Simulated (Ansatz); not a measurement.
# NiO2 monolayer (1T): phonons and vibrational spectra

Aim: the phonons of NiO2 monolayer (1T) at a cell relaxed beforehand at this level. After the zone centre comes a 6×6×1 q mesh on a 12×12×1 k mesh.

Main program and level: Ansatz 0.2.0; DFT PBEsol, scalar-relativistic, plane waves, PAW.

## 1. Set-up

The cell holds 3 atoms: 1 Ni and 2 O. Cell: a = 2.783 Å, b = 2.783 Å, c = 28.308 Å, α = 90.0°, β = 90.0°, γ = 120.0°. Vacuum lies along c.

## 2. Zone-centre response

The cell comes from relaxations at this level that are not shown. The zone centre comes first: it holds the modes that light can see, as far as symmetry allows. The response to a homogeneous field gives the Born charges and the dielectric tensor, and its change with displacement the Raman tensors.

File input.yaml:

```yaml
crystal:
  lattice:
    - [2.7833748402, 0.0, 0.0]
    - [-1.3916874201, 2.4104733198, 0.0]
    - [0.0, 0.0, 28.308]
  atoms:
    - { symbol: Ni, position: [0.0, 0.0, 0.3532570298] }
    - { symbol: O, position: [0.3333333333, 0.6666666667, 0.386228826] }
    - { symbol: O, position: [0.6666666667, 0.3333333333, 0.3202852336] }
  periodic: [true, true, false]
kpoints:
  mp_grid: { grid: [12, 12, 1] }
hamiltonian:
  xc: pbesol
scf:
  occupations: { method: fixed }
output:
  eigenvalues: true
phonons:
  method: dfpt
  dielectric: true
  raman: true
```

On the command line:

```sh
> ansatz run input.yaml --threads 4 --pin off --max-ram 14336MiB --backend cpu --events-out ev --progress --plain --runs-dir out
```

Numbers of over 12 decimals in the logs are rounded to 6 here.

The program printed:

```text
Warning: phonons.dielectric: true without phonons.rigid_motions: the static dielectric tensor ε⁰ will be withheld (ε∞, Z* and the rows of modes are given); for a crystal or a slab, whose only rigid motions are the translations, set phonons.rigid_motions: translations
Warning: crystal.symmetry: narrowed to the stabiliser of the run's FFT grids — unitary ops 12 → 6. A phonons.method: dfpt run fills in the rows of the dynamical matrix that it does not solve by its symmetry operations, which is exact only for operations that map its FFT grids onto themselves: filled in by any other, the frequencies could depend on the order in which like atoms are typed, or, by more than the grids' own error, on where the crystal sits among the grids' points. Excluded: 6 operations. The run can therefore solve more perturbations, solve them on more k-points, or both, and cost more. [rest of the remark cut]
Engine: ansatz 0.2.0, aarch64-unknown-linux-gnu
Pseudopotentials: kind: paw
Pseudopotential: Ni, paw, valence charge 18, recommended cutoff 420 eV (normal), Ni.paw.azcp
Pseudopotential: O, paw, valence charge 6, recommended cutoff 420 eV (normal), O.paw.azcp
Functional definition: PBEsol
  exchange = pbesol_x
  correlation = pbesol_c
Crystal: 3 atoms, lattice volume = 189.925 Å³
Basis set: ecut = 420 eV, 3755 PW (Γ), exchange–correlation on 40×40×384 points (8 copies of the dense FFT grid, shifted against one another)
Bands: 19, of which v1, the nominal top of the filled ones, is band 15 counted from 1 (14 counted from 0)
Symmetry: 12 space group operations
k-points: 43 of 144 (irreducible under 2 space group operations, time reversal used)
Non-local potential: Ni, projectors of the file, l = 0: 3, l = 1: 2, l = 2: 3, l = 3: 1
Non-local potential: O, projectors of the file, l = 0: 2, l = 1: 2, l = 2: 1
PAW form: soft (Blöchl's): semilocal exchange-correlation on the pseudo side does not see the compensation charge
PAW frozen core: Ni, regenerated for the run's functional, and the local potential with it (the file was generated under x = pbe(κ = 0.804, μ = 0.219515), c = pbe(β = 0.066725))
PAW frozen core: O, regenerated for the run's functional, and the local potential with it (the file was generated under x = pbe(κ = 0.804, μ = 0.219515), c = pbe(β = 0.066725))
PAW one-centre angular grid: Ni, 590 points (default); XC on 64 Gauss nodes
PAW one-centre angular grid: O, 110 points (default); XC on 64 Gauss nodes
Initial density: superposition of atomic densities (neutral atoms: chi_scale 0, normalization atom), corrected by the library's trained network
Initial wavefunctions: pseudopotential atomic-orbital guess
Functional: x = pbesol(κ = 0.804, μ = 0.123457), c = pbesol(β = 0.046)
SCF iter   1: F=—  HF=-6923.851615 eV  |F-HF|=—  |Δ(HF+E_count)|=         —  Δρ=6.42e-3  dr2=3.99e-2  ethr=1.77e-3  ⟨swp⟩=6.4  Hψ=4409  notcnv=0  defer=86
preconditioner: auto → Resta (q_TF=auto, 2.006 Å⁻¹)  ε∞=2.1  [insulator: Δε(μ)=1.349 eV  Ē_g=12.058 eV  n_scr=18 (ndim 8)  ℏωp=12.6 eV  f_vac=0.832  ε∞_Penn≈2.1  vacuum switching on, ρ_ref=1.1e-2 e/Å³]
SCF iter   2: F=—  HF=-6923.836489 eV  |F-HF|=—  |Δ(HF+E_count)|=   1.51e-2  Δρ=1.32e-3  dr2=9.05e-4  ethr=1.33e-4  ⟨swp⟩=3.2  Hψ=2207  notcnv=0  defer=86
SCF iter   3: F=—  HF=-6923.836915 eV  |F-HF|=—  |Δ(HF+E_count)|=   4.26e-4  Δρ=9.96e-4  dr2=1.31e-3  ethr=3.02e-6  ⟨swp⟩=3.6  Hψ=1987  notcnv=0  defer=86
SCF iter   4: F=—  HF=-6923.837079 eV  |F-HF|=—  |Δ(HF+E_count)|=   1.64e-4  Δρ=1.46e-3  dr2=2.73e-3  ethr=3.02e-6  ⟨swp⟩=3.0  Hψ=1817  notcnv=0  defer=86
SCF iter   5: F=—  HF=-6923.836847 eV  |F-HF|=—  |Δ(HF+E_count)|=   2.32e-4  Δρ=1.10e-4  dr2=7.82e-6  ethr=3.02e-6  ⟨swp⟩=3.2  Hψ=1358  notcnv=0  defer=86
SCF iter   6: F=—  HF=-6923.836864 eV  |F-HF|=—  |Δ(HF+E_count)|=   1.76e-5  Δρ=9.69e-5  dr2=1.02e-5  ethr=2.61e-8  ⟨swp⟩=3.2  Hψ=1914  notcnv=0  defer=86
SCF iter   7: F=—  HF=-6923.836863 eV  |F-HF|=—  |Δ(HF+E_count)|=   1.61e-6  Δρ=1.58e-5  dr2=1.53e-7  ethr=2.61e-8  ⟨swp⟩=3.0  Hψ=1491  notcnv=0  defer=86
SCF iter   8: F=—  HF=-6923.836935 eV  |F-HF|=—  |Δ(HF+E_count)|=   7.27e-5  Δρ=2.01e-6  dr2=3.53e-9  ethr=5.11e-10  ⟨swp⟩=3.3  Hψ=1866  notcnv=0  defer=86
SCF iter   9: F=—  HF=-6923.836935 eV  |F-HF|=—  |Δ(HF+E_count)|=  7.54e-10  Δρ=1.33e-6  dr2=1.27e-9  ethr=1.18e-11  ⟨swp⟩=3.8  Hψ=2073  notcnv=0  defer=86
SCF iter  10: F=-6923.836935 eV  HF=-6923.836935 eV  |F-HF|=4.91e-11  |Δ(HF+E_count)|=  2.02e-10  Δρ=9.48e-8  dr2=2.10e-11  ethr=1.00e-12  ⟨swp⟩=21.9  Hψ=9545  notcnv=0
SCF 1 converged in 10 iterations: F = -6923.836935 eV  dr2 = 2.10e-11
  greatest PAW one-centre occupation: 1.000 electrons in one spin orbital (limit 2), on the Ni atom at site 0 (counted from 0), in its partial waves of l = 0
DFPT response loops at Γ: preconditioner auto → none (the input reference at scf.mixing.eps_inf says where Resta's filter doesn't serve); β = 0.50; Broyden in place of MSR1
── the response to a field inside a basis, on 18×18×2 k-points: an SCF that follows is theirs, and a resumed run solves both again ──
Bands: 16, of which v1, the nominal top of the filled ones, is band 15 counted from 1 (14 counted from 0)
k-points: 171 of 648 (irreducible under 2 space group operations, time reversal used)
Initial density: handed on by an earlier stage of this run
Initial wavefunctions: pseudopotential atomic-orbital guess (no wavefunctions were taken with the density)
Eigensolver: Dense (171 Hₖ)
SCF iter   1: F=—  HF=-6923.832561 eV  |F-HF|=—  |Δ(HF+E_count)|=         —  Δρ=2.50e-4  dr2=2.09e-5  ethr=1.00e-1
preconditioner: auto → Resta (q_TF=auto, 2.006 Å⁻¹)  ε∞=4.0  [insulator: Δε(μ)=1.297 eV  Ē_g=7.322 eV  n_scr=18 (ndim 8)  ℏωp=12.6 eV  f_vac=0.832  ε∞_Penn≈4.0  vacuum switching on, ρ_ref=3.9e-3 e/Å³]
SCF iter   2: F=—  HF=-6923.832568 eV  |F-HF|=—  |Δ(HF+E_count)|=   7.15e-6  Δρ=2.23e-4  dr2=6.10e-5  ethr=6.97e-8
SCF iter   3: F=—  HF=-6923.832583 eV  |F-HF|=—  |Δ(HF+E_count)|=   1.51e-5  Δρ=3.45e-4  dr2=1.54e-4  ethr=6.97e-8  recentre
SCF iter   4: F=—  HF=-6923.832565 eV  |F-HF|=—  |Δ(HF+E_count)|=   1.77e-5  Δρ=2.07e-5  dr2=3.48e-7  ethr=6.97e-8
SCF iter   5: F=—  HF=-6923.832565 eV  |F-HF|=—  |Δ(HF+E_count)|=   1.22e-7  Δρ=1.13e-5  dr2=1.97e-7  ethr=1.16e-9
SCF iter   6: F=—  HF=-6923.832566 eV  |F-HF|=—  |Δ(HF+E_count)|=   2.37e-8  Δρ=1.24e-6  dr2=3.09e-9  ethr=6.55e-10
SCF iter   7: F=—  HF=-6923.832566 eV  |F-HF|=—  |Δ(HF+E_count)|=   1.70e-8  Δρ=1.06e-6  dr2=1.58e-9  ethr=1.03e-11
SCF iter   8: F=—  HF=-6923.832566 eV  |F-HF|=—  |Δ(HF+E_count)|=   6.49e-9  Δρ=3.14e-7  dr2=1.38e-10  ethr=5.28e-12
SCF iter   9: F=-6923.832566 eV  HF=-6923.832566 eV  |F-HF|=3.64e-11  |Δ(HF+E_count)|=  5.91e-11  Δρ=6.24e-8  dr2=5.76e-12  ethr=1.00e-12
SCF 1 converged in 9 iterations: F = -6923.832566 eV  dr2 = 5.76e-12
  greatest PAW one-centre occupation: 1.000 electrons in one spin orbital (limit 2), on the Ni atom at site 0 (counted from 0), in its partial waves of l = 1
DFPT response loops at Γ: mixed as the last ones told, above
DFPT response loops at Γ: mixed as the last ones told, above
SCF converged after 10 iterations
Free energy (F): -6923.836935 eV
Harris-Foulkes:  -6923.836935 eV  (|F-HF|=4.91e-11)
Internal energy: -6923.836935 eV  (E = F + TS)
E sigma→0 (E₀):  -6923.836935 eV
Fermi energy:    -8.055395 eV
--- Per-component energies (eV) ---
  E_band       = -960.317432
  E_kinetic    = 623.845533
  E_local      = -80366.092789  (includes V_loc(G=0)·N_el)
  E_nonlocal   = 723.358634
  E_hartree    = 39463.161788
  E_xc         = -228.971019
  E_vxc        = -294.659221  (∫ρ·V_xc dr)
  E_paw        = -1887.555129  (= ΣΔE_a)
  E_vpaw       = -573.097410  (= ΣTr[D̂ρ^β])
  E_aug_tail   = 0.004805  (compensation charges beyond the density's cutoff)
  E_ewald      = 34748.143377
  E_core_change = 0.267865  (= ΣΔE_core)
  E_smearing   = -0.000000  (= −TS)
  E_closure    = 0.000000  (closes the sum)
  Σ components = -6923.836935   (vs F -6923.836935, Δ=0.00e0)
--- Band table (eV; the first three rows and the last of 43) ---
  k-point 0: bands = [... 11 lower, -9.3875, -9.0480, -9.0480, -8.1283, -5.5977, -5.5977, -0.6932, -0.2672]
  k-point 1: bands = [... 11 lower, -9.2465, -9.1438, -8.8957, -8.0673, -5.8401, -5.6547, -0.4659, -0.0953]
  k-point 2: bands = [... 11 lower, -9.3403, -8.8428, -8.7123, -8.0755, -6.3899, -5.7717, 0.1521, 0.4118]
  k-point 42: bands = [... 11 lower, -10.1459, -9.4896, -9.0553, -8.3597, -6.4018, -6.3250, 4.0789, 4.1440]
--- Phonons (Γ-DFPT): 6 representative perturbations + reference, on 43 of 144 k-points (Σ response iterations 33) ---
  ASR residual: 2.024e-4 → 0.000e0 eV/Å²; symmetrization residual: 4.237e-6 eV/Å²
  The last average, over the group as it would stand without the narrowing to the FFT grids, took up to 9.147e-7 eV/Å² of the zone centre's force constants
  ASR residual per site (eV/Å²): 2.02e-4 1.04e-4 1.03e-4
  Γ frequencies (cm⁻¹): 0.00 0.00 0.00 496.92 496.92 571.89 577.99 577.99 659.19
  ε∞ (high-frequency dielectric tensor):
        3.188967    -0.000000    -0.000000
       -0.000000     3.188967    -0.000000
       -0.000000     0.000000     1.107258
  α∞ (the layer's polarisability for a field applied outside it; Å, Gaussian; ε∞ is over the cell's 28.308 Å):
        4.931041    -0.000000    -0.000000
       -0.000000     4.931041    -0.000000
       -0.000000     0.000000     0.241618
  ε⁰ (static dielectric tensor): not given — the deck does not say what the cell's rigid motions are, and on a molecule in a box or a wire the rigid rotations would enter the sum over the modes at Γ. For a crystal or a slab, whose only rigid motions are the translations, set phonons.rigid_motions: translations.
  Born effective charges Z* (e; rows j = field, columns β = displacement):
    site 0:
         3.69228   -0.00000   -0.00000
        -0.00000    3.69228   -0.00000
        -0.00000    0.00000    0.19115
    site 1:
        -1.84614    0.00000    0.00000
         0.00000   -1.84614    0.00000
         0.00000   -0.00000   -0.09558
    site 2:
        -1.84614    0.00000    0.00000
         0.00000   -1.84614    0.00000
         0.00000   -0.00000   -0.09558
  Z* charge neutrality: 1.506e-3 e pre-enforcement
  solved inside a basis spanned on kpoints, on 18×18×2 k-points: ε∞ is read to err by 9.5e-3, Z* by 2.1e-2 e (field_mesh: kpoints solves on kpoints); Z* is corrected for what the basis lacks
  Raman tensors (in the event stream and the table raman_tensors.tsv): an entry may err by 1.3e-1 Å², one of the second-order susceptibility by 1.2e-19 pm/V (basis, points and sum rule); their sum over the sites missed zero by 1.776e-15 Å² ahead of its enforcement
  optical modes at Γ without the LO–TO term, one row a degenerate level:
      ω (cm⁻¹)  modes    IR ((D/Å)²/amu)  static Raman (Å⁴/amu)  depolarisation
        496.92      2             0.0000               332.6360           0.750
        571.89      1             0.0000               100.1300           0.099
        577.99      2            30.3764                 0.0000               —
        659.19      1             0.0407                 0.0000               —
```

The job ended after 5.4 min (4 threads of Arm Neoverse V2, shared host; peak memory 2.2 GiB).

This run has no spin polarisation, although Ni can carry a moment.

Numbers from this step:

- gap on the k-mesh: 1.303 eV
- sum-rule residual before enforcement: 2.02e-4 eV/Å²
- miss of the charge sum rule: 0.001506 e
- estimated error of the dielectric tensor: 0.009549
- estimated error of the Born charges: 0.02107 e
- point group: -3m
- area per atom: 2.236 Å²
- highest optical mode at the zone centre (no LO-TO term): 659.2 cm⁻¹
- lowest optical zone-centre mode: 496.9 cm⁻¹
- largest Born charge (third of the trace): 2.525 e

Without the LO-TO term. Patterns of degenerate modes are one choice out of their space. The modes at Γ (shares of kinetic energy by element, %):

```tsv
mode	frequency (cm⁻¹)	symmetry	Ni %	O %
1	0.0	acoustic	65	35
2	0.0	acoustic	65	35
3	0.0	acoustic	65	35
4	496.9	Eg	0	100
5	496.9	Eg	0	100
6	571.9	A1g	0	100
7	578.0	Eu	35	65
8	578.0	Eu	35	65
9	659.2	A2u	35	65
```

Displacements in mode 5 (496.9 cm⁻¹), the largest set to 1:
```
Ni1  0.00  0.00  0.00
O2   0.00 -1.00  0.00
O3   0.00  1.00  0.00
```

Displacements in mode 9 (659.2 cm⁻¹), the largest set to 1:
```
Ni1  0.00  0.00  0.55
O2   0.00  0.00 -1.00
O3   0.00  0.00 -1.00
```

High-frequency dielectric tensor, averaged over the cell of height 28.3 Å or as lengthened by the program, vacuum included. Tensor:

```tsv
	x	y	z
x	3.189	0	0
y	0	3.189	0
z	0	0	1.107
```

Born charge (rows field, columns displacement) (e), principal values of the symmetric part by kind of site:

```tsv
atom	atoms with these values	low	middle	high	mean
Ni1	1	0.19	3.69	3.69	2.53
O2	2	-1.85	-1.85	-0.10	-1.26
```

In full for O2:

```
-1.85  0.00  0.00
 0.00 -1.85  0.00
 0.00  0.00 -0.10
```

Transverse modes. Lines of the infrared spectrum (strongest = 100):

```tsv
position (cm⁻¹)	label	relative intensity
497	Eg	0.0
572	A1g	0.0
578	Eu	100
659	A2u	0.1
```

Activity x (w_L - w)^4 (n + 1)/w, 532 nm, 300 K; the tensors are static ones, while 532 nm light lies above the computed direct gap, where resonance would change the heights. Raman lines, with heights relative to the strongest:

```tsv
position (cm⁻¹)	label	relative intensity
497	Eg	100
572	A1g	25
578	Eu	0.0
659	A2u	0.0
```

Before it was imposed, the acoustic sum rule was missed by 2.0e-4 eV/Å² and the charge sum rule by 0.0015 e. Small misses are needed for a sound result but don't prove that mesh and cutoff are converged. The lowest optical mode is real, 497 cm⁻¹.

[end of part 1 of 2]

[Logs are printed without paths, hosts, clocks, repeated set-up lines and the standing remarks that a program may print on its own settings, such as how far it seeks lower states.]

[Hosts, paths, dates, database ids (printed as entryN), source tags and the programs' standing remarks are cut or masked in the printed files.]
